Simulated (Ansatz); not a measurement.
# Structural relaxation of generalised stacking fault on (111) (shuffle set) of a GaAs-GaSb solid solution (48 atoms), part 2 of 2

Aim: bring generalised stacking fault on (111) (shuffle set) of a GaAs-GaSb solid solution (48 atoms) to a nearby minimum of the energy and see what moves.

Ansatz 0.2.0; Kohn-Sham DFT, PBE, PAW (set soft_2), plane waves.

The cell: 24 Ga, 10 Sb and 14 As. Atoms were free to move along the slip. The host structure and its lattice constant were typed by rule, without a check against the phase diagram. No spin–orbit coupling is included.

So far. Step 3 (Relaxation): The relaxation changed the energy by -79.7 meV/atom, and atoms moved by 0.41 Å r.m.s., 0.71 Å at most.

## Step 5: Single point at the relaxed geometry

One more single point at the end of the walk gives the fuller output and checks the residual forces.

Contents of input.yaml:

```yaml
crystal:
  lattice:
    - [8.2665, 0.0, 0.0]
    - [0.0, 7.159, 0.0]
    - [2.75547, 0.0, 20.24871]
  atoms:
    - { symbol: Ga, position: [0.37461, 0.50808, 0.94533] }
    - { symbol: Sb, position: [0.79106, 0.49848, 0.06688] }
    - { symbol: Ga, position: [0.76327, 0.84112, 0.11039] }
    - { symbol: As, position: [0.71403, 0.83246, 0.23081] }
    [... 38 atom lines left out ...]
    - { symbol: Ga, position: [0.79546, 0.34904, 0.60721] }
    - { symbol: As, position: [0.72702, 0.33892, 0.72868] }
    - { symbol: Ga, position: [0.7106, 0.66121, 0.77299] }
    - { symbol: As, position: [0.63003, 0.66689, 0.89651] }
    - { symbol: Ga, position: [0.95557, 0.15605, 0.76403] }
    - { symbol: Sb, position: [0.87491, 0.16351, 0.89318] }
kpoints:
  mp_grid: { grid: [2, 2, 1] }
hamiltonian:
  xc: pbe
scf:
  occupations: { method: gaussian, width: 0.05 }
output:
  forces: true
  stress: true
  populations: true
  dos:
    method: { smearing: { sigma: 0.08 } }
    de: 0.1
    projected: { site_lists: { As: [As], Ga: [Ga], Sb: [Sb] } }
  eigenvalues: true
  write_density: true
  write_potential: true
  volumetric_format: npy
  elf: true
```

Started as:

```bash
$ ansatz run input.yaml --threads 4 --pin off --max-ram 8192MiB --backend cpu --events-out ev --progress --plain --runs-dir out
```

Numbers of over 12 decimals in the logs are rounded to 6 here.

What it wrote:

```text
[...]
Crystal: 48 atoms, lattice volume = 1198.316 Å³
Basis set: ecut = 420 eV, 23423 PW (Γ), exchange–correlation on 120×96×288 points (8 copies of the dense FFT grid, shifted against one another)
Bands: 404, of which v1, the nominal top of the filled ones, is band 336 counted from 1 (335 counted from 0)
Symmetry: 1 space group operations
[...]
k-points: 4
[...]
SCF iter   1: F=—  HF=-223633.277786 eV  |F-HF|=—  |Δ(HF+E_count)|=         —  Δρ=1.76e-3  dr2=5.96e-2  ethr=1.77e-3  ⟨swp⟩=6.0  Hψ=5868  notcnv=0  defer=30
[...]
SCF iter  10: F=-223633.234269 eV  HF=-223633.234269 eV  |F-HF|=2.40e-8  |Δ(HF+E_count)|=   3.92e-7  Δρ=1.50e-6  dr2=3.44e-8  ethr=1.49e-11  ⟨swp⟩=14.0  Hψ=12822  notcnv=0
SCF 1 converged in 10 iterations: F = -223633.234269 eV  dr2 = 3.44e-8
[...]
SCF converged after 10 iterations
Free energy (F): -223633.234269 eV
[...]
Internal energy: -223633.234192 eV  (E = F + TS)
E sigma→0 (E₀):  -223633.234231 eV
Entropy (-TS):   -0.000077 eV (-0.002 meV/atom)
Fermi energy:    8.180427 eV
[...]
--- Forces (eV/Å), atoms counted from 1 ---
  atom   1  Ga    -0.00596327     0.00128271     0.00961191
  atom   2  Sb    -0.01974316    -0.02172549    -0.01743982
  atom   3  Ga     0.00766579     0.00831690     0.00044864
  atom   4  As    -0.01215438    -0.00021927    -0.01169229
  atom   5  Ga     0.00565936    -0.00570171     0.02592018
  atom   6  As     0.01439499     0.00591424     0.00406197
  atom   7  Ga    -0.00213927    -0.00032475     0.00554747
  atom   8  As     0.00084572     0.00442403    -0.01200247
  atom   9  Ga    -0.00609654    -0.00368555     0.02027376
  atom  10  As     0.01757167    -0.00641212     0.00382913
  atom  11  Ga     0.01522783     0.00766541    -0.00185781
  atom  12  As    -0.00898857    -0.00588155    -0.00964620
  atom  13  Ga     0.00340258    -0.00187879     0.00566998
  atom  14  As    -0.00164118     0.00269257     0.00849060
[...]
atom  47  Ga     0.00515544    -0.00240181    -0.00220525
  atom  48  Sb     0.00911858    -0.00180616     0.01014106
  max |Σ_I F_I| component: 1.19e-5 eV/Å
--- Stress (GPa, compression-positive) ---
        3.482149      -0.510554       1.952909
       -0.510554       2.963657      -0.050666
        1.952909      -0.050666       2.941610
  P = ⅓ Tr σ = 3.1291 GPa (31.291 kbar)
--- Band table (eV) ---
[...]
--- Löwdin populations: 48 sites ---
  site symbol       q [e]
     0     Ga     13.1257
     1     Sb     14.6703
     2     Ga     13.1244
[...]
47     Sb     14.6599
  spilling = 0.001484 (of n_electrons = 672.000000)
```

The job ended after 93 s (4 threads of Arm Neoverse V2, shared host; peak memory 5.2 GiB; 6.1 min of CPU time).

Read from the output:

* free energy: -223633.2343 eV
* free energy per atom: -4659.0257 eV/atom
* SCF cycles: 10
* pressure: 3.129 GPa
* r.m.s. force component: 0.0077 eV/Å
* longest force: 0.03415 eV/Å
* Fermi energy: 8.18 eV
* gap (highest filled to lowest empty level): 0.229 eV
* spilling of the projection: 0.001484

Löwdin charges by element (they lack the spilled electrons, 0.021 e an atom on average):

| element | coordination | atoms | mean charge (e) | spread | least | most |
| --- | --- | --- | --- | --- | --- | --- |
| As | all | 14 | -0.0037 | 0.0047 | -0.0129 | 0.0032 |
| Ga | all | 24 | -0.0959 | 0.093 | -0.322 | 0.0556 |
| Sb | all | 10 | 0.335 | 0.0061 | 0.326 | 0.345 |

Charge against the make-up of the first shell:

| Sb neighbours of Ga | atoms | mean charge (e) |
| --- | --- | --- |
| 0 | 2 | 0.054 |
| 1 | 10 | -0.032 |
| 2 | 7 | -0.125 |
| 3 | 4 | -0.224 |
| 4 | 1 | -0.322 |

Density of states as counts of states in windows of 1 eV (from the Fermi level), total and the larger projections:

| from (eV) | to (eV) | total | Ga p | As p | Sb p | Ga s | As s | Ga d |
| --- | --- | --- | --- | --- | --- | --- | --- | --- |
| -18 | -16 | 0.0 | 0.0 | 0.0 | 0.0 | 0.0 | 0.0 | 0.0 |
| -16 | -15 | 149.7 | 0.2 | 0.3 | 0.1 | 0.0 | 0.7 | 148.1 |
| -15 | -14 | 90.3 | 0.0 | 0.1 | 0.1 | 0.0 | 0.0 | 89.9 |
| -14 | -13 | 0.0 | 0.0 | 0.0 | 0.0 | 0.0 | 0.0 | 0.0 |
| -13 | -12 | 3.0 | 0.3 | 0.0 | 0.0 | 0.9 | 1.5 | 0.0 |
| -12 | -11 | 17.3 | 3.4 | 0.3 | 0.2 | 2.9 | 9.4 | 0.5 |
| -11 | -10 | 13.8 | 3.1 | 0.2 | 0.2 | 1.6 | 5.6 | 0.3 |
| -10 | -9 | 13.8 | 3.3 | 0.3 | 0.2 | 1.5 | 0.8 | 0.2 |
| -9 | -8 | 0.0 | 0.0 | 0.0 | 0.0 | 0.0 | 0.0 | 0.0 |
| -8 | -7 | 0.6 | 0.0 | 0.2 | 0.1 | 0.3 | 0.0 | 0.0 |
| -7 | -6 | 25.7 | 2.0 | 6.6 | 3.8 | 11.8 | 0.7 | 0.1 |
| -6 | -5 | 12.0 | 1.2 | 3.0 | 1.8 | 4.2 | 0.8 | 0.1 |
| -5 | -4 | 6.4 | 1.0 | 1.9 | 0.9 | 1.6 | 0.4 | 0.0 |
| -4 | -3 | 29.1 | 10.0 | 10.8 | 5.5 | 1.6 | 0.5 | 0.1 |
| -3 | -2 | 32.1 | 10.8 | 12.9 | 7.0 | 0.8 | 0.2 | 0.1 |
| -2 | -1 | 29.5 | 9.0 | 9.7 | 9.7 | 0.5 | 0.1 | 0.1 |
| -1 | 0 | 8.6 | 2.0 | 2.8 | 3.2 | 0.3 | 0.1 | 0.1 |
| 0 | 1 | 3.9 | 1.0 | 0.6 | 0.5 | 1.1 | 0.5 | 0.0 |
| 1 | 2 | 23.7 | 7.3 | 3.8 | 2.8 | 5.3 | 1.6 | 0.0 |
| 2 | 3 | 26.5 | 7.9 | 4.6 | 3.6 | 5.2 | 1.4 | 0.0 |
| 3 | 4 | 28.6 | 14.9 | 3.7 | 2.9 | 1.8 | 0.8 | 0.0 |
| 4 | 5 | 33.5 | 15.7 | 5.0 | 3.9 | 1.7 | 0.6 | 0.0 |

The curve was stored every 0.10 eV, coarse against its broadening of 0.08 eV, so these counts are rough.

The stored curve holds about 432 of the 672 electrons; the rest, give or take the few that broadening carries across the Fermi level, lie in deeper levels below its range.

The levels nearest the highest filled one (over half full), pooled over k-points and spins:

| level less the highest filled one (eV) | occupation |
| --- | --- |
| -0.296 | 2 |
| -0.270 | 2 |
| -0.268 | 2 |
| -0.153 | 2 |
| -0.0252 | 2 |
| 0 | 2.00 |
| 0.229 | 0.001 |
| 0.477 | 0 |
| 0.586 | 0 |
| 0.824 | 0 |
| 0.921 | 0 |
| 0.953 | 0 |

ELF in the ca plane at fractional y = 0.002, with atoms of Ga and As and Sb within 0.2 Å of it. It is the smooth field of the valence electrons, not physical close to the nuclei.

Values, 12 rows by 16 columns, each cell a mean:
```
0.42 0.38 0.38 0.03 0.03 0.02 0.04 0.24 0.15 0.35 0.48 0.50 0.38 0.22 0.65 0.47
0.34 0.57 0.33 0.11 0.23 0.11 0.05 0.25 0.08 0.35 0.35 0.16 0.41 0.09 0.40 0.37
0.14 0.31 0.25 0.34 0.62 0.36 0.14 0.41 0.31 0.41 0.32 0.06 0.39 0.06 0.06 0.09
0.49 0.56 0.28 0.37 0.69 0.44 0.30 0.49 0.50 0.24 0.44 0.39 0.43 0.05 0.03 0.03
0.58 0.59 0.34 0.16 0.47 0.32 0.30 0.48 0.50 0.12 0.25 0.55 0.38 0.16 0.30 0.23
0.47 0.38 0.34 0.03 0.09 0.08 0.16 0.54 0.58 0.20 0.12 0.31 0.27 0.37 0.56 0.57
0.60 0.62 0.32 0.02 0.03 0.02 0.04 0.30 0.25 0.29 0.46 0.60 0.33 0.35 0.57 0.64
0.28 0.50 0.23 0.13 0.24 0.12 0.03 0.21 0.09 0.28 0.63 0.54 0.43 0.14 0.45 0.50
0.17 0.31 0.22 0.37 0.64 0.39 0.12 0.35 0.22 0.35 0.59 0.30 0.45 0.04 0.10 0.13
0.45 0.53 0.28 0.36 0.71 0.46 0.24 0.52 0.50 0.28 0.58 0.61 0.45 0.03 0.02 0.02
0.26 0.26 0.34 0.13 0.46 0.34 0.20 0.50 0.48 0.10 0.19 0.46 0.30 0.09 0.22 0.17
0.19 0.12 0.34 0.03 0.09 0.09 0.08 0.39 0.40 0.19 0.16 0.31 0.23 0.23 0.59 0.44
```
Columns run along c (16.0 Å, from fractional 0.02 to 0.81 of the cell), rows up along a (8.3 Å). Atoms in or near the plane, at fractional coordinates: As at (0.07, 0.54), Sb at (0.07, 0.05), Ga at (0.44, 0.36), As at (0.56, 0.29), Ga at (0.43, 0.88), Sb at (0.56, 0.81).

Valence density in the ca plane at fractional y = 0.002, with atoms of Ga and As and Sb within 0.2 Å of it. It is the smooth field of the valence electrons, not physical close to the nuclei.

Ten steps, logarithmic in the rise over the least value, from '0' (0 e/Å³) to '9' (28 e/Å³), each cell a mean:
```
21000000000000001233110011110000001111100000
10000000000000002687311122221000001111100001
10000000000000002699421245531100000111000001
00000000000000001366311258852100000000000001
00000011110000001122111258863100000000000000
00000111111000001111001135542100000000000000
10000111111000011110000112221000000000000000
10000011110000011100000001111000000000000000
10000000000000011110000000111000000000000000
21000000000000011110000000011000001110000000
21000000000000001111000000010000011111100000
10000000000000001121100001111000011121100000
10000000000000001355211111111000001111100000
10000000000000001599521234421000000111000000
00000000000000001489522268852000000000000000
00000011110000001245311269962100000000000000
00000111111000001111111247752100000000000000
10000011111000011110000113321000000000000000
10000011111000011110000001111000000000000000
21000000000000001100000000000000000000000000
21000000000000001110000000000000000110000000
21000000000000001111000000000000001111100000
```
Columns run along c (16.0 Å, from fractional 0.11 to 0.89 of the cell), rows up along a (8.3 Å). Atoms in or near the plane, at fractional coordinates: Ga at (0.44, 0.36), As at (0.56, 0.29), Ga at (0.43, 0.88), Sb at (0.56, 0.81).

Mean Löwdin charges: As -0.00, Ga -0.10, Sb +0.34 e. Charges this small depend on the projection, at times even in sign. The charge on Ga changes by -0.094 e for each Sb neighbour that takes the place of another kind, on average.

The surroundings of Ga9, whose charge lies farthest from its element's mean, nearest first, numbered as they follow in the input and with coordinates relative to it.

| atom | x | y | z | distance (Å) | bonds | Löwdin charge (e) |
| --- | --- | --- | --- | --- | --- | --- |
| Ga9 | 0.00 | 0.00 | 0.00 | 0.00 | 4 | -0.32 |
| Sb48 | -2.12 | 1.15 | -0.91 | 2.58 | 4 | 0.34 |
| Sb38 | 0.01 | -2.44 | -0.86 | 2.59 | 4 | 0.35 |
| Sb40 | 2.13 | 1.23 | -0.84 | 2.60 | 4 | 0.34 |
| Sb22 | -0.21 | -0.03 | 2.60 | 2.61 | 4 | 0.33 |
| Ga47 | -1.81 | 1.10 | -3.52 | 4.11 | 4 | -0.03 |
| Ga21 | 4.12 | -0.16 | 0.12 | 4.13 | 4 | -0.12 |
| Ga1 | 2.15 | -3.54 | 0.15 | 4.14 | 4 | -0.13 |
| Ga21 | -4.15 | -0.16 | 0.12 | 4.15 | 4 | -0.12 |
| Ga7 | 1.92 | -1.28 | 3.48 | 4.17 | 4 | -0.03 |

The column of bonds counts only the pairs Ga-As within 2.93 Å, Ga-Sb within 3.05 Å; other neighbours, such as metal atoms beside each other in a compound, aren't counted, and periodic images can show an atom twice.

## Step 6: What came out

| Quantity | Value |
| --- | --- |
| energy change in the relaxation | -79.68 meV/atom |
| r.m.s. displacement | 0.406 Å |
| largest displacement | 0.709 Å |
| free energy per atom | -4659.0257 eV/atom |
| density | 5.46 g/cm³ |
| pressure | 3.129 GPa |
| r.m.s. force component | 0.0077 eV/Å |
| gap (highest filled to lowest empty level) | 0.229 eV |
| wall time of the 3 DFT runs | 5.9 min |

In words: Relaxation lowers the energy by 79.7 meV/atom and moves atoms by 0.41 Å r.m.s.; the r.m.s. force component goes from 0.57 to 0.0077 eV/Å. By the final cutoffs no bond was broken or made. Layers on the two sides of the fault moved in opposite directions along the plane, so much of the imposed slip has spread into a shear of the crystal. From the first step to the last the energy fell by 3.825 eV, and the largest move was 0.71 Å (Ga5). The Ga-Sb bonds go from 2.551 Å (spread 0.078) to 2.617 Å (spread 0.017). Counting bonds as in the table, all As atoms have 4, all Ga atoms have 4 and all Sb atoms have 4 bonded neighbours. The highest filled and lowest empty levels differ by 0.229 eV on the run's k-points; the mesh holds the band edges only if they fold onto it, so the gap at this level can be narrower or closed.

What to keep in mind: Atoms were free to move along the slip, so the relaxation can undo part or all of it. The pressure of 3.1 GPa says that the cell would expand at this level of theory.

[Logs are printed without paths, hosts, clocks, repeated set-up lines and the standing remarks that a program may print on its own settings, such as how far it seeks lower states.]

[Hosts, paths, dates, database ids (printed as entryN), source tags and the programs' standing remarks are cut or masked in the printed files.]
